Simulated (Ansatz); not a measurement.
# A low-energy model for LiMoN2 (R3m): bands, U and J, part 2 of 2

Wanted: the parameters of a Hubbard-Kanamori model for LiMoN2 (R3m).

Ansatz 0.2.0; non-magnetic LDA, then constrained RPA, plane waves, PAW.

So far: The starting structure; LDA bands and orbital weights.

## Step 3: Constrained RPA: Mo d + anion p, bands v7 to c4, 6×6×6 mesh, medium accuracy

Constrained RPA screens the interaction with every transition except those inside the target bands, which a later many-body model would treat itself.

This step: constrained RPA on LDA, plane waves, PAW.

Contents of input.yaml:

```yaml
crystal:
  lattice:
    - [-1.66933958, 0.0, 5.29899402]
    - [0.83466979, -1.44569048, 5.29899402]
    - [0.83466979, 1.44569049, 5.29899402]
  atoms:
    - { symbol: Li, position: [0.41359667, 0.41359667, 0.41359667] }
    - { symbol: Mo, position: [0.58592323, 0.58592323, 0.58592323] }
    - { symbol: "N", position: [0.84262502, 0.84262502, 0.84262502] }
    - { symbol: "N", position: [0.99655408, 0.99655408, 0.99655408] }
kpoints:
  mp_grid: { grid: [10, 10, 10] }
hamiltonian:
  xc: lda
scf:
  occupations: { method: gaussian, width: 0.08 }
  n_extra_bands: 19
  max_iter: 150
  lower_state_search: "off"
output:
  crpa:
    kmesh: [6, 6, 6]
    target_bands: [v7, c4]
    projections: [{ species: Mo, l: d, shell: 4 }, { species: "N", l: p, shell: 2 }]
  local_orbitals:
    kmesh: [6, 6, 6]
    orbitals: [{ species: Mo, l: d, shell: 4 }, { species: "N", l: p, shell: 2 }]
    window: { bands: [v7, c4] }
    seedname: lo
```

Run with:

```bash
$ ansatz run input.yaml --threads 4 --pin off --max-ram 9216MiB --backend cpu --events-out ev --progress --plain --runs-dir out
```

Numbers of over 12 decimals in the logs are rounded to 6 here.

The program printed:

```text
[...]
Crystal: 4 atoms, lattice volume = 38.365 Å³
Basis set: ecut = 420 eV, 755 PW (Γ)
Bands: 33, of which v1, the nominal top of the filled ones, is band 14 counted from 1 (13 counted from 0)
Symmetry: 6 space group operations
[...]
k-points: 116 of 1000 (time reversal used)
[...]
SCF iter   1: F=—  HF=-5794.958777 eV  |F-HF|=—  |Δ(HF+E_count)|=         —  Δρ=2.24e-2  dr2=1.90e-1  ethr=1.77e-3  ⟨swp⟩=5.2  Hψ=18421  notcnv=0  defer=781
[...]
SCF iter   7: F=-5794.925495 eV  HF=-5794.925495 eV  |F-HF|=4.50e-9  |Δ(HF+E_count)|=   3.41e-8  Δρ=6.21e-6  dr2=1.79e-8  ethr=3.70e-10  ⟨swp⟩=7.8  Hψ=18200  notcnv=0
SCF 1 converged in 7 iterations: F = -5794.925495 eV  dr2 = 1.79e-8
[...]
NSCF: frozen V_eff on 34 k-points
[...]
cRPA screening: q 1/216
cRPA screening: q 2/216
cRPA screening: q 8/216 (q-point 3)
cRPA screening: q 14/216 (q-point 4)
cRPA screening: q 17/216 (q-point 8)
cRPA screening: q 23/216 (q-point 9)
cRPA screening: q 35/216 (q-point 10)
cRPA screening: q 47/216 (q-point 11)
cRPA screening: q 59/216 (q-point 12)
cRPA screening: q 65/216 (q-point 15)
cRPA screening: q 71/216 (q-point 16)
cRPA screening: q 83/216 (q-point 17)
cRPA screening: q 89/216 (q-point 22)
cRPA screening: q 92/216 (q-point 44)
cRPA screening: q 94/216 (q-point 45)
cRPA screening: q 100/216 (q-point 46)
cRPA screening: q 106/216 (q-point 47)
cRPA screening: q 112/216 (q-point 48)
cRPA screening: q 118/216 (q-point 51)
cRPA screening: q 124/216 (q-point 52)
cRPA screening: q 136/216 (q-point 53)
cRPA screening: q 148/216 (q-point 54)
cRPA screening: q 160/216 (q-point 58)
cRPA screening: q 166/216 (q-point 59)
cRPA screening: q 178/216 (q-point 60)
cRPA screening: q 184/216 (q-point 65)
cRPA screening: q 190/216 (q-point 87)
cRPA screening: q 192/216 (q-point 88)
cRPA screening: q 198/216 (q-point 89)
cRPA screening: q 204/216 (q-point 94)
cRPA screening: q 210/216 (q-point 95)
cRPA screening: q 216/216 (q-point 130)
SCF converged after 7 iterations
Free energy (F): -5794.925495 eV
[...]
Internal energy: -5794.909541 eV  (E = F + TS)
E sigma→0 (E₀):  -5794.917518 eV
Entropy (-TS):   -0.015953 eV (-3.988 meV/atom)
Fermi energy:    11.494363 eV
[...]
--- Band table (eV; the first three rows and the last of 116) ---
  k-point 0: bands = [... 10 lower, 9.7469, 9.7469, 11.5814, 12.8200, 15.4532, 15.4532, 15.8101, 15.8101, ... 15 higher]
  k-point 1: bands = [... 10 lower, 9.3484, 9.4990, 11.7401, 12.6854, 15.4179, 15.6105, 15.6281, 15.8561, ... 15 higher]
  k-point 2: bands = [... 10 lower, 8.8193, 8.9563, 11.6763, 12.0888, 15.4178, 15.4713, 15.7285, 16.4967, ... 15 higher]
  k-point 115: bands = [... 10 lower, 9.7739, 9.7739, 9.8252, 13.8124, 15.5246, 15.5246, 15.7216, 15.7216, ... 15 higher]
--- cRPA (band scheme, projected local orbitals): target bands 8..18 (1-based), 11 Wannier function(s), 6×6×6 mesh, 36 bands' worth read of 41 solved, ecut_chi 136.0 eV, v(q+G=0) probe_charge, pair densities all_electron ---
  χ-basis size per q: N_G = 130..145
  window electrons = 13.0000, filled by tetrahedron_uncorrected; constrained ε̄⁻¹(q = 0, 0) head = 0.475676; min gauge Gram eig = 0.6629
  Kanamori averages over each shell's own Wannier functions (sites counted from 0, functions from 1):
  Each shell's averages of U are screened by what lies outside the whole window alone: parameters of one model of all the shells.
    Site 1, 4D, 5 of 5 d orbitals (Wannier functions 1, 2, 3, 4, 5; wannier90's mr 1, 2, 3, 4, 5):
      screened: U = 7.5780 eV, U' = 6.7059 eV, J = 0.4316 eV
      screened, to within: U = 1.1e-2 eV, U' = 1.1e-2 eV, J = 8.0e-4 eV
      bare: V = 14.5875 eV, V' = 13.4487 eV, J = 0.5620 eV
    Site 2, 2P, 3 of 3 p orbitals (Wannier functions 6, 7, 8; wannier90's mr 1, 2, 3):
      screened: U = 8.0691 eV, U' = 6.7919 eV, J = 0.6531 eV
      screened, to within: U = 1.1e-2 eV, U' = 1.1e-2 eV, J = 1.6e-3 eV
      bare: V = 16.7563 eV, V' = 15.1112 eV, J = 0.8419 eV
    Site 3, 2P, 3 of 3 p orbitals (Wannier functions 9, 10, 11; wannier90's mr 1, 2, 3):
      screened: U = 8.1077 eV, U' = 6.8306 eV, J = 0.6532 eV
      screened, to within: U = 1.1e-2 eV, U' = 1.1e-2 eV, J = 1.7e-3 eV
      bare: V = 16.7838 eV, V' = 15.1390 eV, J = 0.8433 eV
  Hermiticity witness max|P − P†| over intra, direct and exchange elements: 7.11e-15 eV (screened), 3.55e-15 eV (bare)
  Reality witness max|Im| over intra, direct and exchange elements: 1.01e-8 eV (screened), 6.05e-13 eV (bare)
```

Elapsed: 17 min, on 4 threads of Arm Neoverse V2, shared host; peak memory 0.74 GiB.

This step gave:

```yaml
u: 7.578 eV
u_prime_inter_orbital: 6.706 eV
j: 0.4316 eV
bare_v: 14.59 eV
bare_j: 0.5620 eV
stated_bound_on_u: 0.01089 eV
u_over_bare_v: 0.5195
electrons_in_the_window: 13.00
head_of_the_constrained_inverse_dielectric_matrix: 0.4757
least_eigenvalue_of_the_projection_s_overlap: 0.6629
target_functions: 11
bands_in_the_sums: 36
r_m_s_miss_of_the_model_bands: 0.006233 eV
width_of_the_target_bands: 12.84 eV
weight_of_the_projected_orbitals_in_the_window: 0.9285
```

On the Mo d shell, screening brings the on-site interaction from 14.6 eV down to U = 7.58 eV.

Kanamori averages over each shell's functions. Crpa shells, by row:

| site | element | shell | orbitals | U (eV) | U' (eV) | J (eV) | bare V (eV) | bare V' (eV) | bare J (eV) | bound on U (eV) |
| --- | --- | --- | --- | --- | --- | --- | --- | --- | --- | --- |
| 2 | Mo | 4D | 5 | 7.578 | 6.706 | 0.4316 | 14.59 | 13.45 | 0.562 | 0.01089 |
| 3 | N | 2P | 3 | 8.069 | 6.792 | 0.6531 | 16.76 | 15.11 | 0.8419 | 0.01058 |
| 4 | N | 2P | 3 | 8.108 | 6.831 | 0.6532 | 16.78 | 15.14 | 0.8433 | 0.01044 |

Projected local orbitals of the target window. The electronic bands at the labelled points (eV, zero at the Fermi level; # counts the bands kept):

| point | #3 | #4 | #5 | #6 | #7 | #8 | #9 | #10 |
| --- | --- | --- | --- | --- | --- | --- | --- | --- |
| Γ | -3.51 | -1.75 | -1.75 | 0.09 | 1.33 | 3.96 | 3.96 | 4.32 |
| halfway | -3.52 | -1.73 | -1.73 | -0.91 | 1.98 | 3.99 | 3.99 | 4.27 |
| T | -3.52 | -1.72 | -1.72 | -1.67 | 2.32 | 4.03 | 4.03 | 4.23 |
| halfway | -3.68 | -3.25 | -2.17 | -0.42 | -0.11 | 3.76 | 4.16 | 4.57 |
| H2 | -3.49 | -3.34 | -2.08 | -1.11 | 0.11 | 2.19 | 5.40 | 5.70 |
| jump to H0 | -3.49 | -3.34 | -2.08 | -1.11 | 0.11 | 2.19 | 5.40 | 5.70 |
| halfway | -4.14 | -2.34 | -1.67 | -0.90 | -0.09 | 2.87 | 4.67 | 5.84 |
| L | -3.97 | -3.62 | -0.83 | -0.53 | 0.23 | 3.71 | 3.88 | 5.50 |
| halfway | -3.19 | -2.84 | -2.26 | -0.01 | 0.20 | 3.88 | 3.95 | 4.54 |
| Γ | -3.51 | -1.75 | -1.75 | 0.09 | 1.33 | 3.96 | 3.96 | 4.32 |
| halfway | -3.77 | -2.69 | -2.03 | -0.19 | 0.04 | 3.67 | 3.94 | 4.49 |
| S0 | -3.58 | -3.30 | -1.98 | -1.20 | 0.15 | 2.14 | 5.39 | 5.77 |
| jump to S2 | -3.58 | -3.30 | -1.98 | -1.20 | 0.15 | 2.14 | 5.39 | 5.77 |
| halfway | -3.71 | -2.81 | -1.85 | -1.02 | -0.01 | 3.02 | 4.80 | 5.31 |
| F | -3.88 | -3.50 | -1.34 | -1.06 | 0.41 | 3.63 | 3.92 | 5.16 |
| halfway | -3.21 | -2.78 | -2.31 | -0.42 | 0.33 | 3.72 | 3.98 | 4.53 |
| Γ | -3.51 | -1.75 | -1.75 | 0.09 | 1.33 | 3.96 | 3.96 | 4.32 |

The same for Kohn-Sham, solved directly:

| point | #3 | #4 | #5 | #6 | #7 | #8 | #9 | #10 |
| --- | --- | --- | --- | --- | --- | --- | --- | --- |
| Γ | -3.51 | -1.75 | -1.75 | 0.09 | 1.33 | 3.96 | 3.96 | 4.32 |
| T | -3.52 | -1.72 | -1.72 | -1.67 | 2.32 | 4.03 | 4.03 | 4.23 |
| H2 | -3.49 | -3.34 | -2.08 | -1.11 | 0.12 | 2.19 | 5.41 | 5.70 |
| H0 | -3.49 | -3.34 | -2.08 | -1.11 | 0.12 | 2.19 | 5.41 | 5.70 |
| L | -3.97 | -3.62 | -0.83 | -0.53 | 0.23 | 3.71 | 3.88 | 5.50 |
| Γ | -3.51 | -1.75 | -1.75 | 0.09 | 1.33 | 3.96 | 3.96 | 4.32 |
| S0 | -3.58 | -3.31 | -1.98 | -1.20 | 0.15 | 2.14 | 5.40 | 5.77 |
| S2 | -3.58 | -3.31 | -1.98 | -1.20 | 0.15 | 2.14 | 5.40 | 5.77 |
| F | -3.88 | -3.50 | -1.34 | -1.06 | 0.41 | 3.63 | 3.92 | 5.16 |
| Γ | -3.51 | -1.75 | -1.75 | 0.09 | 1.33 | 3.96 | 3.96 | 4.32 |

Onsite levels, by row:

| orbital | level less Fermi level (eV) |
| --- | --- |
| Mo2 dz2 | 0.1102 |
| Mo2 dxz | 2.074 |
| Mo2 dyz | 2.074 |
| Mo2 dx2-y2 | 0.4998 |
| Mo2 dxy | 0.4998 |
| N3 pz | -1.04 |
| N3 px | -0.7059 |
| N3 py | -0.7059 |
| N4 pz | -1.081 |
| N4 px | -0.8456 |
| N4 py | -0.8456 |

Largest distinct elements between sites. Hoppings, by row:

| from | to | cell | distance (Å) | t (eV) |
| --- | --- | --- | --- | --- |
| Mo2 dxz | N3 px | -1 0 0 | 2.067 | -2.077 |
| Mo2 dxz | N4 px | -1 0 0 | 2.073 | 2.057 |
| N3 py | Mo2 dyz | 0 0 1 | 2.067 | -1.36 |
| Mo2 dyz | N4 py | 0 0 -1 | 2.073 | 1.337 |
| N4 py | Mo2 dxy | 1 0 0 | 2.073 | -1.335 |
| Mo2 dxy | N3 py | -1 0 0 | 2.067 | -1.324 |
| N4 py | Mo2 dxz | 0 1 0 | 2.073 | -1.247 |
| Mo2 dyz | N3 px | 0 -1 0 | 2.067 | 1.242 |
| Mo2 dx2-y2 | N4 px | 0 -1 0 | 2.073 | 1.199 |
| N3 px | Mo2 dx2-y2 | 0 0 1 | 2.067 | 1.198 |
| N4 pz | Mo2 dx2-y2 | 1 0 0 | 2.073 | 0.9869 |
| Mo2 dx2-y2 | N3 pz | -1 0 0 | 2.067 | -0.975 |

## Step 4: Summary of results

```json
{
 "Mo d + anion p": "U 7.58 eV, U′ 6.71 eV, J 0.43 eV, bare V 14.6 eV",
 "method": "constrained RPA on non-magnetic LDA, 6×6×6 mesh, static; search for lower states off"
}
```

**Reading.** For Mo d + anion p, screening cuts the on-site interaction from 14.59 eV to 7.58 eV (52 %), while J goes only from 0.56 eV to 0.43 eV: the monopole is screened far more than the multipoles. U − 2J differs from U′ by +0.01 eV, so the Kanamori relation holds well. The parent state is non-magnetic and the interaction static (zero frequency); U depends on the window and the orbitals, so it belongs to this model alone. The bands cross the Fermi level under this constraint, which need not be the crystal's state: magnetic order, correlation or a lattice distortion may open a gap. A window that holds the anion p bands defines a model with explicit ligands; its U belongs to that model and is not the U of DFT+U.

[Paths, hosts, dates, memory and timing lines, banners, echoed tables and standing remarks are left out of the program output.]

[Logs are printed without paths, hosts, clocks, repeated set-up lines and the standing remarks that a program may print on its own settings, such as how far it seeks lower states.]

[Runs of the session that timed out or met a known fault of the program may be left out.]

[Hosts, paths, dates, database ids (printed as entryN), source tags and the programs' standing remarks are cut or masked in the printed files.]
